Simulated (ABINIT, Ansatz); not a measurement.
## Lattice dynamics of SiSnSe3 (Pm-3m) in two programs

How does SiSnSe3 (Pm-3m) vibrate, and is this structure a minimum?

Calculated with ABINIT 10.8.3; DFT LDA, scalar-relativistic, plane waves, HGH norm-conserving pseudopotentials.

The structure was built from a prototype and need not be the compound's stable phase.

### 1. The starting structure

It takes space group Pm-3m (No. 221, cubic). The conventional cell has a = 4.665 Å, b = 4.665 Å, c = 4.665 Å, α = 90.00°, β = 90.00°, γ = 90.00°. Nearest to Sn lie 12 Se at 3.30 Å. Si has 6 Se at 2.33 Å nearest. Nearest to Se lie 2 Si at 2.33 Å and 4 Sn at 3.30 Å. Farther neighbours and most contacts between anions are not listed.

### 2. A first look

A first run with smearing and empty bands tells whether the crystal has a gap, which decides between fixed occupations and smearing later on.

Input file probe.abi:

```
# ground state
tolvrs 1.0d-08
prtden 1
prtwf 1

# basis, mesh and filling
ecut 20.0
ixc 7
ngkpt 4 4 4
nshiftk 1
shiftk 0.0 0.0 0.0
istwfk *1
occopt 7
tsmear 0.005
nband 20
nstep 100
diemac 9.0
prtebands 0
prtgsr 0
useylm 1

# cell and atoms
acell 8.815194426 8.815194426 8.815194426
rprim 
    1.0 0.0 0.0
    0.0 1.0 0.0
    0.0 0.0 1.0
ntypat 3
znucl 50 14 34
natom 5
typat 1 2 3 3 3
xred 
    0.0 0.0 0.0
    0.5 0.5 0.5
    0.5 0.5 0.0
    0.5 0.0 0.5
    0.0 0.5 0.5
pp_dirpath "./pseudo"
pseudos "Sn.hgh, Si.hgh, Se.hgh"
```

Started as:

```console
$ OMP_NUM_THREADS=1 mpirun -n 4 abinit probe.abi > probe.log
```

Numbers of over 12 decimals in the logs are rounded to 6 here.

probe.abo, the main output file:

```text
[banners, grids, parts of the stress and lines that vanish by symmetry left out]
- input  file    -> probe.abi
- output file    -> probe.abo
- root for input  files -> probei
[...]
Symmetries : space group Pm -3 m (#221); Bravais cP (primitive cubic)
[...]
mpw =        2968          nfft =       46656          nkpt =          10
[...]
== DATASET  1 ==================================================================
[...]
cutoff_energies: {ecut:  20.0, pawecutdg:  -1.0, }
[...]
Exchange-correlation functional for the present dataset will be:
  LDA: Perdew-Wang 92 LSD fit to Ceperley-Alder data - ixc=7
[...]
ETOT  1  -35.971810585737    -3.597E+01 1.624E-02 1.237E+02
 ETOT  2  -36.017394580870    -4.558E-02 1.299E-03 3.278E+00
 ETOT  3  -36.018606684202    -1.212E-03 7.043E-04 1.885E-01
 ETOT  4  -36.018680775806    -7.409E-05 5.741E-04 1.928E-03
 ETOT  5  -36.018681440747    -6.649E-07 4.966E-04 1.106E-04
 ETOT  6  -36.018681462836    -2.209E-08 4.126E-04 2.642E-06
 ETOT  7  -36.018681463438    -6.012E-10 4.795E-04 1.413E-08
 ETOT  8  -36.018681463442    -4.732E-12 2.549E-04 1.366E-10
 At SCF step    8       vres2   =  1.37E-10 < tolvrs=  1.00E-08 =>converged.
[...]
sigma(1 1)= -1.41055561E-04  sigma(3 2)=  0.00000000E+00
  sigma(2 2)= -1.41055561E-04  sigma(3 1)=  0.00000000E+00
  sigma(3 3)= -1.41055561E-04  sigma(2 1)=  0.00000000E+00
[...]
convergence: {deltae: -4.732E-12, res2:  1.366E-10, residm:  2.549E-04, diffor: null, }
etotal    :  -3.60186815E+01
[...]
sigma(1 1)= -1.41055561E-04  sigma(3 2)=  0.00000000E+00
  sigma(2 2)= -1.41055561E-04  sigma(3 1)=  0.00000000E+00
  sigma(3 3)= -1.41055561E-04  sigma(2 1)=  0.00000000E+00
[...]
- sigma(1 1)= -4.14999789E+00  sigma(3 2)=  0.00000000E+00
- sigma(2 2)= -4.14999789E+00  sigma(3 1)=  0.00000000E+00
- sigma(3 3)= -4.14999789E+00  sigma(2 1)=  0.00000000E+00
[...]
fcart     -0.0000000000E+00 -0.0000000000E+00 -0.0000000000E+00
           strten     -1.4105556131E-04 -1.4105556131E-04 -1.4105556131E-04
================================================================================

[key lines of the parts left out:]
pressure_GPa:   4.1500E+00
```

It took 9.5 s on 4 MPI ranks of Intel Xeon at 2.70GHz, shared host.

This step gave:

```
volume per atom   : 20.30 Å³
pressure          : 4.150 GPa
gap on the k-mesh : 0 eV
```

No gap opens on this mesh, so smearing is kept; the printed pressure holds the stress of the finite basis too.

### 3. Rough relaxation

The typed start is rough, so a first relaxation with smearing and loose thresholds takes it towards rest cheaply.

Input file prerelax.abi:

```
# relaxation
ionmov 2
optcell 2
dilatmx 1.15
chkdilatmx 0
ntime 40
tolmxf 3.0d-04
tolvrs 1.0d-10
prtwf 0
prtden 0
chksymtnons 0

# basis, mesh and filling
ecut 21.0
ecutsm 3.0
ixc 7
ngkpt 4 4 4
nshiftk 1
shiftk 0.0 0.0 0.0
istwfk *1
occopt 7
tsmear 0.005
nband 20
nstep 100
diemac 1000000.0
prtebands 0
prtgsr 0
useylm 1

# cell and atoms
acell 8.815194426 8.815194426 8.815194426
rprim 
    1.0 0.0 0.0
    0.0 1.0 0.0
    0.0 0.0 1.0
ntypat 3
znucl 50 14 34
natom 5
typat 1 2 3 3 3
xred 
    0.0 0.0 0.0
    0.5 0.5 0.5
    0.5 0.5 0.0
    0.5 0.0 0.5
    0.0 0.5 0.5
pp_dirpath "./pseudo"
pseudos "Sn.hgh, Si.hgh, Se.hgh"
```

Started as:

```console
$ OMP_NUM_THREADS=1 mpirun -n 4 abinit prerelax.abi > prerelax.log
```

prerelax.abo, the main output file:

```text
[banners, grids, parts of the stress and lines that vanish by symmetry left out]
- input  file    -> prerelax.abi
- output file    -> prerelax.abo
- root for input  files -> prerelaxi
[...]
Symmetries : space group Pm -3 m (#221); Bravais cP (primitive cubic)
[...]
mpw =        4828          nfft =       91125          nkpt =          10
[...]
== DATASET  1 ==================================================================
[...]
cutoff_energies: {ecut:  21.0, pawecutdg:  -1.0, }
[...]
Exchange-correlation functional for the present dataset will be:
  LDA: Perdew-Wang 92 LSD fit to Ceperley-Alder data - ixc=7
[...]
ETOT  1  -35.970891342091    -3.597E+01 1.692E-02 2.395E+02
 ETOT  2  -36.017108210201    -4.622E-02 2.158E-03 2.760E+00
 ETOT  3  -36.017618217289    -5.100E-04 1.170E-03 2.071E-01
 ETOT  4  -36.017665514352    -4.730E-05 3.058E-04 1.718E-03
[...]
ETOT  7  -36.022140835636    -4.547E-13 3.160E-10 6.762E-11
 At SCF step    7       vres2   =  6.76E-11 < tolvrs=  1.00E-10 =>converged.
[...]
sigma(1 1)= -1.10507530E-06  sigma(3 2)=  0.00000000E+00
  sigma(2 2)= -1.10507530E-06  sigma(3 1)=  0.00000000E+00
  sigma(3 3)= -1.10507530E-06  sigma(2 1)=  0.00000000E+00
[...]
convergence: {deltae: -4.547E-13, res2:  6.762E-11, residm:  3.160E-10, diffor: null, }
etotal    :  -3.60221408E+01
[...]
At Broyd/MD step   4, gradients are converged :
[...]
sigma(1 1)= -1.10507530E-06  sigma(3 2)=  0.00000000E+00
  sigma(2 2)= -1.10507530E-06  sigma(3 1)=  0.00000000E+00
  sigma(3 3)= -1.10507530E-06  sigma(2 1)=  0.00000000E+00
[...]
- sigma(1 1)= -3.25124378E-02  sigma(3 2)=  0.00000000E+00
- sigma(2 2)= -3.25124378E-02  sigma(3 1)=  0.00000000E+00
- sigma(3 3)= -3.25124378E-02  sigma(2 1)=  0.00000000E+00
[...]
fcart     -0.0000000000E+00 -0.0000000000E+00 -0.0000000000E+00
           strten     -1.1050753011E-06 -1.1050753011E-06 -1.1050753011E-06
================================================================================

[key lines of the parts left out:]
pressure_GPa:   3.2512E-02
Total energy (etotal) [Ha]= -3.60221408356358E+01
```

Elapsed: 40 s, on 4 MPI ranks.

Relaxation path:

| step | energy less that of the first step (eV) | largest force (eV/Å) | volume (Å³) |
| --- | --- | --- | --- |
| 1 | 0.0000 | 0.0000 | 101.51 |
| 2 | -0.0510 | 0.0000 | 103.22 |
| 3 | -0.1209 | 0.0000 | 108.47 |
| 4 | -0.1218 | 0.0000 | 109.09 |

| conventional cell, symmetrised | before | after | change |
| --- | --- | --- | --- |
| a (Å) | 4.665 | 4.778 | +2.4 % |
| b (Å) | 4.665 | 4.778 | +2.4 % |
| c (Å) | 4.665 | 4.778 | +2.4 % |
| volume (Å³/atom) | 20.30 | 21.82 | +7.5 % |

This step gave:

* volume per atom: 21.82 Å³
* pressure: 0.03251 GPa

The volume changes by +7.5 % in this run and stands +7.5 % from the first cell.

### 4. Relaxing the cell and atoms

The harmonic expansion needs vanishing forces, and a free crystal bears no stress, so cell and atoms are brought to rest. Stress is more sensitive to the basis than forces are: the last 3 Ha under the cutoff are smoothed with ecutsm, and the cutoff is raised above that of the later runs.

Input file relax.abi:

```
# relaxation
ionmov 2
optcell 2
dilatmx 1.08
ntime 40
tolmxf 1.0d-05
tolvrs 1.0d-14
prtwf 0
prtden 0
chksymtnons 0

# basis, mesh and filling
ecut 26.0
ecutsm 3.0
ixc 7
ngkpt 6 6 6
nshiftk 1
shiftk 0.0 0.0 0.0
istwfk *1
occopt 6
tsmear 0.01
nband 20
nstep 100
diemac 1000000.0
prtebands 0
prtgsr 0
useylm 1

# cell and atoms
acell 9.029371129 9.029371129 9.029371129
rprim 
    1.0 0.0 0.0
    0.0 1.0 0.0
    0.0 0.0 1.0
ntypat 3
znucl 50 14 34
natom 5
typat 1 2 3 3 3
xred 
    0.0 0.0 0.0
    0.5 0.5 0.5
    0.5 0.5 0.0
    0.5 0.0 0.5
    0.0 0.5 0.5
pp_dirpath "./pseudo"
pseudos "Sn.hgh, Si.hgh, Se.hgh"
```

Started as:

```console
$ OMP_NUM_THREADS=1 mpirun -n 4 abinit relax.abi > relax.log
```

relax.abo, the main output file:

```text
[banners, grids, parts of the stress and lines that vanish by symmetry left out]
- input  file    -> relax.abi
- output file    -> relax.abo
- root for input  files -> relaxi
[...]
Symmetries : space group Pm -3 m (#221); Bravais cP (primitive cubic)
[...]
mpw =        5910          nfft =      110592          nkpt =          20
[...]
== DATASET  1 ==================================================================
[...]
cutoff_energies: {ecut:  26.0, pawecutdg:  -1.0, }
[...]
Exchange-correlation functional for the present dataset will be:
  LDA: Perdew-Wang 92 LSD fit to Ceperley-Alder data - ixc=7
[...]
ETOT  1  -35.966412699534    -3.597E+01 2.727E-02 3.105E+02
 ETOT  2  -36.021216613601    -5.480E-02 1.526E-03 2.883E+01
 ETOT  3  -36.026902863606    -5.686E-03 6.946E-04 2.914E+00
 ETOT  4  -36.027580211379    -6.773E-04 4.917E-04 3.533E-02
 ETOT  5  -36.027584750823    -4.539E-06 2.159E-04 3.462E-03
[...]
At SCF step   11       vres2   =  4.95E-16 < tolvrs=  1.00E-14 =>converged.
[...]
sigma(1 1)= -1.53555901E-05  sigma(3 2)=  0.00000000E+00
  sigma(2 2)= -1.53555901E-05  sigma(3 1)=  0.00000000E+00
  sigma(3 3)= -1.53555901E-05  sigma(2 1)=  0.00000000E+00
[...]
convergence: {deltae: -1.393E-12, res2:  4.953E-16, residm:  3.633E-05, diffor: null, }
etotal    :  -3.60275851E+01
[...]
ETOT  1  -36.027583113727    -3.603E+01 3.661E-05 1.533E-01
[...]
At SCF step    9       vres2   =  6.67E-16 < tolvrs=  1.00E-14 =>converged.
[...]
sigma(1 1)= -1.20435068E-05  sigma(3 2)=  0.00000000E+00
  sigma(2 2)= -1.20435068E-05  sigma(3 1)=  0.00000000E+00
  sigma(3 3)= -1.20435068E-05  sigma(2 1)=  0.00000000E+00
[...]
convergence: {deltae: -1.705E-13, res2:  6.674E-16, residm:  1.494E-05, diffor: null, }
etotal    :  -3.60275991E+01
[...]
ETOT  1  -36.027404541936    -3.603E+01 1.527E-05 2.076E+00
[...]
At SCF step    9       vres2   =  9.23E-15 < tolvrs=  1.00E-14 =>converged.
[...]
sigma(1 1)= -1.00457296E-07  sigma(3 2)=  0.00000000E+00
  sigma(2 2)= -1.00457296E-07  sigma(3 1)=  0.00000000E+00
  sigma(3 3)= -1.00457296E-07  sigma(2 1)=  0.00000000E+00
[...]
convergence: {deltae: -4.619E-13, res2:  9.226E-15, residm:  1.874E-06, diffor: null, }
etotal    :  -3.60276216E+01
[...]
ETOT  1  -36.027621612496    -3.603E+01 1.361E-06 1.462E-04
[...]
ETOT  6  -36.027621627742     1.918E-13 5.053E-07 2.157E-13
 ETOT  7  -36.027621627742    -2.061E-13 4.205E-07 5.643E-15
 At SCF step    7       vres2   =  5.64E-15 < tolvrs=  1.00E-14 =>converged.
[...]
sigma(1 1)= -6.51633799E-10  sigma(3 2)=  0.00000000E+00
  sigma(2 2)= -6.51633802E-10  sigma(3 1)=  0.00000000E+00
  sigma(3 3)= -6.51633802E-10  sigma(2 1)=  0.00000000E+00
[...]
convergence: {deltae: -2.061E-13, res2:  5.643E-15, residm:  4.205E-07, diffor: null, }
etotal    :  -3.60276216E+01
[...]
At Broyd/MD step   4, gradients are converged :
[...]
sigma(1 1)= -6.51633799E-10  sigma(3 2)=  0.00000000E+00
  sigma(2 2)= -6.51633802E-10  sigma(3 1)=  0.00000000E+00
  sigma(3 3)= -6.51633802E-10  sigma(2 1)=  0.00000000E+00
[...]
- sigma(1 1)= -1.91717283E-05  sigma(3 2)=  0.00000000E+00
- sigma(2 2)= -1.91717283E-05  sigma(3 1)=  0.00000000E+00
- sigma(3 3)= -1.91717284E-05  sigma(2 1)=  0.00000000E+00
[...]
fcart     -0.0000000000E+00 -0.0000000000E+00 -0.0000000000E+00
           strten     -6.5163379900E-10 -6.5163380161E-10 -6.5163380247E-10
================================================================================

[key lines of the parts left out:]
pressure_GPa:   1.9172E-05
Total energy (etotal) [Ha]= -3.60276216277418E+01
```

It took 100 s on 4 MPI ranks.

The steps of the relaxation:

| step | energy less that of the first step (eV) | largest force (eV/Å) | volume (Å³) |
| --- | --- | --- | --- |
| 1 | 0.0000 | 0.0000 | 109.09 |
| 2 | -0.0004 | 0.0000 | 109.24 |
| 3 | -0.0010 | 0.0000 | 109.79 |
| 4 | -0.0010 | 0.0000 | 109.80 |

| conventional cell, symmetrised | before | after | change |
| --- | --- | --- | --- |
| a (Å) | 4.778 | 4.788 | +0.2 % |
| b (Å) | 4.778 | 4.788 | +0.2 % |
| c (Å) | 4.778 | 4.788 | +0.2 % |
| volume (Å³/atom) | 21.82 | 21.96 | +0.6 % |

The relaxed structure:

```cif
data_structure
_symmetry_space_group_name_H-M 'P 1'
_symmetry_Int_Tables_number 1
_cell_length_a 4.7885
_cell_length_b 4.7885
_cell_length_c 4.7885
_cell_angle_alpha 90.000
_cell_angle_beta 90.000
_cell_angle_gamma 90.000
_cell_volume 109.80
loop_
_atom_site_label
_atom_site_type_symbol
_atom_site_fract_x
_atom_site_fract_y
_atom_site_fract_z
_atom_site_occupancy
Sn1 Sn 0.00000 0.00000 0.00000 1
Si2 Si 0.50000 0.50000 0.50000 1
Se3 Se 0.50000 0.50000 0.00000 1
Se4 Se 0.50000 0.00000 0.50000 1
Se5 Se 0.00000 0.50000 0.50000 1
```

Numbers from this step:

```
volume per atom : 21.96 Å³
pressure        : 1.92e-5 GPa
```

The volume changes by +0.6 % in this run and stands +8.2 % from the first cell.

### 5. Self-consistent run for the response

First-order wavefunctions inherit every error of the ground state, hence the very tight tolvrs. Smearing stays on, as the first look found no gap above 0.3 eV.

Input file gs.abi:

```
# ground state
tolvrs 1.0d-16
prtden 1
prtwf 1

# basis, mesh and filling
ecut 20.0
ixc 7
ngkpt 6 6 6
nshiftk 1
shiftk 0.0 0.0 0.0
istwfk *1
occopt 6
tsmear 0.01
nband 20
nstep 100
diemac 1000000.0
prtebands 0
prtgsr 0
useylm 1

# cell and atoms
acell 9.048881865 9.048881865 9.048881865
rprim 
    1.0 0.0 0.0
    0.0 1.0 0.0
    0.0 0.0 1.0
ntypat 3
znucl 50 14 34
natom 5
typat 1 2 3 3 3
xred 
    0.0 0.0 0.0
    0.5 0.5 0.5
    0.5 0.5 0.0
    0.5 0.0 0.5
    0.0 0.5 0.5
pp_dirpath "./pseudo"
pseudos "Sn.hgh, Si.hgh, Se.hgh"
```

Started as:

```console
$ OMP_NUM_THREADS=1 mpirun -n 4 abinit gs.abi > gs.log
```

gs.abo, the main output file:

```text
[banners, grids, parts of the stress and lines that vanish by symmetry left out]
- input  file    -> gs.abi
- output file    -> gs.abo
- root for input  files -> gsi
[...]
Symmetries : space group Pm -3 m (#221); Bravais cP (primitive cubic)
[...]
mpw =        3188          nfft =       64000          nkpt =          20
[...]
== DATASET  1 ==================================================================
[...]
cutoff_energies: {ecut:  20.0, pawecutdg:  -1.0, }
[...]
Exchange-correlation functional for the present dataset will be:
  LDA: Perdew-Wang 92 LSD fit to Ceperley-Alder data - ixc=7
[...]
ETOT  1  -35.964138596011    -3.596E+01 3.252E-02 1.783E+02
 ETOT  2  -36.014797498983    -5.066E-02 3.500E-03 1.688E+01
 ETOT  3  -36.020593590938    -5.796E-03 1.666E-03 1.662E+00
 ETOT  4  -36.021262582358    -6.690E-04 1.438E-03 1.968E-02
 ETOT  5  -36.021266929896    -4.348E-06 1.997E-04 2.093E-03
[...]
ETOT 11  -36.021267312711    -6.395E-13 3.419E-05 3.075E-16
 ETOT 12  -36.021267312710     4.476E-13 1.961E-05 5.089E-18
 At SCF step   12       vres2   =  5.09E-18 < tolvrs=  1.00E-16 =>converged.
[...]
sigma(1 1)=  3.84184933E-05  sigma(3 2)=  0.00000000E+00
  sigma(2 2)=  3.84184933E-05  sigma(3 1)=  0.00000000E+00
  sigma(3 3)=  3.84184933E-05  sigma(2 1)=  0.00000000E+00
[...]
convergence: {deltae:  4.476E-13, res2:  5.089E-18, residm:  1.961E-05, diffor: null, }
etotal    :  -3.60212673E+01
[...]
sigma(1 1)=  3.84184933E-05  sigma(3 2)=  0.00000000E+00
  sigma(2 2)=  3.84184933E-05  sigma(3 1)=  0.00000000E+00
  sigma(3 3)=  3.84184933E-05  sigma(2 1)=  0.00000000E+00
[...]
- sigma(1 1)=  1.13031110E+00  sigma(3 2)=  0.00000000E+00
- sigma(2 2)=  1.13031110E+00  sigma(3 1)=  0.00000000E+00
- sigma(3 3)=  1.13031110E+00  sigma(2 1)=  0.00000000E+00
[...]
fcart     -0.0000000000E+00 -0.0000000000E+00 -0.0000000000E+00
           strten      3.8418493306E-05  3.8418493306E-05  3.8418493306E-05
================================================================================

[key lines of the parts left out:]
pressure_GPa:  -1.1303E+00
```

The job ended after 20 s (4 MPI ranks; 79 s of CPU time).

This step gave:

```
pressure : -1.130 GPa
```

The cell stands at -1.1 GPa: the relaxation ran with a smoothed and higher cutoff, and the difference is a stress of the finite basis.

[end of part 1 of 6]

[Host names and launcher messages were left out of these logs when they were recorded.]

[Logs are printed without paths, hosts, clocks, repeated set-up lines and the standing remarks that a program may print on its own settings, such as how far it seeks lower states.]

[Hosts, paths, dates, database ids (printed as entryN), source tags and the programs' standing remarks are cut or masked in the printed files.]
